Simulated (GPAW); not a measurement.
# Screening of a field by Sc2NS2 MXene monolayer, part 2 of 3

Aim: the dipole that a field along the normal induces in Sc2NS2 MXene monolayer.

GPAW 26.7.0; GPAW, PAW setups; layer in a repeated cell with vacuum, relaxation of atoms and in-plane cell (the session's first sound run).

So far, upper work function (eV): step 3 (the slab's potential) 6.80.

## 7. Field on

Level of this step: GPAW, PAW setups; slab in vacuum (GPAW).

The input, run.py:

```python
import json
import numpy as np
from ase import Atoms
from gpaw import GPAW, PW
from gpaw.external import ConstantElectricField

slab = Atoms(
    ['S', 'Sc', 'N', 'Sc', 'S'],
    positions=[
        [-0.00000, 1.90707, 9.00000],
        [1.65157, 0.95354, 10.67506],
        [-0.00000, 0.00000, 11.95423],
        [-0.00000, 1.90707, 13.23340],
        [1.65157, 0.95354, 14.90846]],
    cell=[[3.30314, -0.0, 0.0], [-1.65157, 2.86061, 0.0], [0.0, 0.0, 23.9085]],
    pbc=[True, True, False])

slab.calc = GPAW(mode=PW(500), xc='PBE', kpts={'size': (12, 12, 1), 'gamma': True},
                 occupations={'name': 'fermi-dirac', 'width': 0.05}, nbands='160%',
                 convergence={'density': 1e-05}, maxiter=200,
                 poissonsolver={'dipolelayer': 'xy'},
                 external=ConstantElectricField(0.05, [0, 0, 1]),
                 symmetry={'tolerance': 1e-3}, txt='slab.txt')
result = {}
energy = slab.get_potential_energy()
fermi = slab.calc.get_fermi_level()
v = slab.calc.get_electrostatic_potential().mean((0, 1)) - fermi
n = slab.calc.get_pseudo_density().mean((0, 1))
L = slab.cell[2, 2]
z = np.arange(len(v)) * L / len(v)
low, high = slab.positions[:, 2].min(), slab.positions[:, 2].max()
below, above = np.interp([low - 6.8, high + 6.8], z, v)
slopes = [np.interp(x, z, np.gradient(v, z)) for x in (low - 6.8, high + 6.8)]
eps = np.array([[slab.calc.get_eigenvalues(k, s) for k in range(len(slab.calc.get_ibz_k_points()))]
                for s in range(slab.calc.get_number_of_spins())]) - fermi
top, bottom = eps[eps < 0].max(), eps[eps > 0].min()
dipole = slab.get_dipole_moment()[2]
print(f'energy {energy:.4f} eV, Fermi level {fermi:.4f} eV, dipole {dipole:.5f} e A')
print(f'potential 6.8 A off the faces, from the Fermi level: lower {below:.4f} eV, upper {above:.4f} eV')
print(f'slope of the potential there: lower {slopes[0]:.5f}, upper {slopes[1]:.5f} eV/A')
print(f'nearest levels on the mesh: {top:.4f} and {bottom:.4f} eV')
print('magnetic moment', round(slab.get_magnetic_moment(), 3))
result.update(energy=energy, fermi=fermi, dipole=dipole, below=below, above=above, slopes=slopes, edges=[top, bottom],
              z=z.tolist(), v=v.tolist(), n=n.tolist(), positions=slab.positions.tolist(),
              forces=slab.get_forces(apply_constraint=False).tolist(), moments=slab.get_magnetic_moments().tolist())
json.dump(result, open('result.json', 'w'))
```

On the command line:

```sh
$ OMP_NUM_THREADS=1 OPENBLAS_NUM_THREADS=1 python run.py
```

Log:

```text
energy -32.3795 eV, Fermi level -2.2003 eV, dipole 0.02047 e A
potential 6.8 A off the faces, from the Fermi level: lower 6.9911 eV, upper 6.5991 eV
slope of the potential there: lower -0.00007, upper 0.00007 eV/A
nearest levels on the mesh: -0.0178 and 0.0629 eV
magnetic moment 0.0
```

It took 7 min on 1 thread of Arm Neoverse V1, shared host; peak memory 0.61 GiB.

Electrostatic potential energy of an electron (without an applied field's), less the Fermi level, planar mean against z:

z (Å), electrostatic potential energy of an electron (without an applied field's), less the Fermi level, planar mean (eV) and a bar from the least value:
```
      0.0        6.8 ##############################
      0.5        7.0 ##############################
      1.0        7.0 ##############################
      1.5        7.0 ##############################
      2.0        7.0 ##############################
      2.5        7.0 ##############################
      3.0        7.0 ##############################
      3.5        7.0 ##############################
      4.0        7.0 ##############################
      4.5        7.0 ##############################
      5.0        7.0 ##############################
      5.5        7.0 ##############################
      6.0        7.0 ##############################
      6.5        7.0 ##############################
      7.0        6.9 ##############################
      7.5        6.6 #############################
      8.0        5.0 ###########################
      8.5       -2.2 ##################
      9.0      -15.6 
      9.5       -4.8 ##############
     10.0       -3.7 ################
     10.5      -12.5 ####
     11.0       -9.9 ########
     11.5       -4.0 ###############
     12.0       -9.6 ########
     12.5       -4.1 ###############
     13.0      -11.7 #####
     13.5      -11.2 ######
     14.0       -3.0 #################
     14.5       -7.0 ###########
     15.0      -14.9 #
     15.5       -0.4 ####################
     16.0        5.1 ############################
     16.5        6.3 #############################
     17.0        6.5 #############################
     17.5        6.6 #############################
     18.0        6.6 #############################
     18.5        6.6 #############################
     19.0        6.6 #############################
     19.5        6.6 #############################
     20.0        6.6 #############################
     20.5        6.6 #############################
     21.0        6.6 #############################
     21.5        6.6 #############################
     22.0        6.6 #############################
     22.5        6.6 #############################
     23.0        6.6 #############################
     23.5        6.6 #############################
```

## 8. Field on

Edit run.py of step 7 so:

```diff
@@ -21,3 +21,3 @@
                  poissonsolver={'dipolelayer': 'xy'},
-                 external=ConstantElectricField(0.05, [0, 0, 1]),
+                 external=ConstantElectricField(0.1, [0, 0, 1]),
                  symmetry={'tolerance': 1e-3}, txt='slab.txt')
```

Log:

```text
energy -32.3811 eV, Fermi level -2.2005 eV, dipole 0.04096 e A
potential 6.8 A off the faces, from the Fermi level: lower 7.1876 eV, upper 6.4032 eV
slope of the potential there: lower -0.00007, upper 0.00007 eV/A
nearest levels on the mesh: -0.0178 and 0.0629 eV
magnetic moment 0.0
```

It took 7.3 min on 1 thread; peak memory 0.6 GiB.

The electrostatic potential energy of an electron (without an applied field's), less the Fermi level, planar mean oscillates, so the rows of the table below give means over windows of 1.72 Å about each position, cut where the curve ends. Its maxima inside the range that stand out by 2 % of the span (Å: eV): 9.8: -2.14, 11.5: -3.87, 12.4: -3.97, 14.2: -2.58. Its minima: 9.0: -15.5, 10.7: -13.7, 12.0: -10.00, 13.2: -14.0, 14.9: -16.1.

Electrostatic potential energy of an electron (without an applied field's), less the Fermi level, planar mean against z; means over each step:

```
z (Å)  electrostatic potential energy of an electron (without an applied field's), less the Fermi level, planar mean (eV)
 0.86                                                                                                                7.14
 2.58                                                                                                                7.19
 4.30                                                                                                                7.19
 6.02                                                                                                                7.18
 7.74                                                                                                                4.82
 9.46                                                                                                               -7.65
11.18                                                                                                               -8.83
12.90                                                                                                               -8.80
14.62                                                                                                               -7.68
16.34                                                                                                                5.02
18.06                                                                                                                6.40
19.78                                                                                                                6.40
21.50                                                                                                                6.40
23.22                                                                                                                6.43
```

The dipole is now 0.0410 e Å, against -5.7e-4 in the run without a field.

## 9. Field on

Edit run.py of step 8 so:

```diff
@@ -21,3 +21,3 @@
                  poissonsolver={'dipolelayer': 'xy'},
-                 external=ConstantElectricField(0.1, [0, 0, 1]),
+                 external=ConstantElectricField(0.2, [0, 0, 1]),
                  symmetry={'tolerance': 1e-3}, txt='slab.txt')
```

Log:

```text
energy -32.3872 eV, Fermi level -2.2012 eV, dipole 0.08189 e A
potential 6.8 A off the faces, from the Fermi level: lower 7.5806 eV, upper 6.0125 eV
slope of the potential there: lower -0.00006, upper 0.00007 eV/A
nearest levels on the mesh: -0.0177 and 0.0631 eV
magnetic moment 0.0
```

Run time: 6.6 min. Hardware: 1 thread; peak memory 0.61 GiB.

The electrostatic potential energy of an electron (without an applied field's), less the Fermi level, planar mean oscillates, so the rows of the table below give means over windows of 1 Å about each position, cut where the curve ends. Its maxima inside the range that stand out by 2 % of the span (Å: eV): 0.8: 7.58, 9.8: -1.92, 11.5: -3.83, 12.4: -4.01, 14.2: -2.79. Its minima: 9.0: -15.2, 10.7: -13.6, 12.0: -10.00, 13.2: -14.1, 14.9: -16.4.

The electrostatic potential energy of an electron (without an applied field's), less the Fermi level, planar mean by z; means over each step:

```
z (Å)  electrostatic potential energy of an electron (without an applied field's), less the Fermi level, planar mean (eV)
    0                                                                                                                7.28
    1                                                                                                                7.58
    2                                                                                                                7.58
    3                                                                                                                7.58
    4                                                                                                                7.58
    5                                                                                                                7.58
    6                                                                                                                7.57
    7                                                                                                                7.45
    8                                                                                                                4.64
    9                                                                                                               -9.81
   10                                                                                                               -5.17
   11                                                                                                               -9.22
   12                                                                                                               -6.58
   13                                                                                                               -10.3
   14                                                                                                               -5.41
   15                                                                                                               -10.6
   16                                                                                                                3.89
   17                                                                                                                5.93
   18                                                                                                                6.01
   19                                                                                                                6.01
   20                                                                                                                6.01
   21                                                                                                                6.01
   22                                                                                                                6.01
   23                                                                                                                6.01
```

The dipole is now 0.0819 e Å, against -5.7e-4 in the run without a field.

## 10. In a field

Edit run.py of step 9 so:

```diff
@@ -21,3 +21,3 @@
                  poissonsolver={'dipolelayer': 'xy'},
-                 external=ConstantElectricField(0.2, [0, 0, 1]),
+                 external=ConstantElectricField(0.3, [0, 0, 1]),
                  symmetry={'tolerance': 1e-3}, txt='slab.txt')
```

Log:

```text
energy -32.3975 eV, Fermi level -2.2025 eV, dipole 0.12286 e A
potential 6.8 A off the faces, from the Fermi level: lower 7.9751 eV, upper 5.6223 eV
slope of the potential there: lower -0.00006, upper 0.00007 eV/A
nearest levels on the mesh: -0.0176 and 0.0633 eV
magnetic moment 0.0
```

The job ended after 6.6 min (1 thread; peak memory 0.61 GiB).

(Continued in part 3 of 3.)

[Logs are printed without paths, hosts, clocks, repeated set-up lines and the standing remarks that a program may print on its own settings, such as how far it seeks lower states.]

[Hosts, paths, dates, database ids (printed as entryN), source tags and the programs' standing remarks are cut or masked in the printed files.]
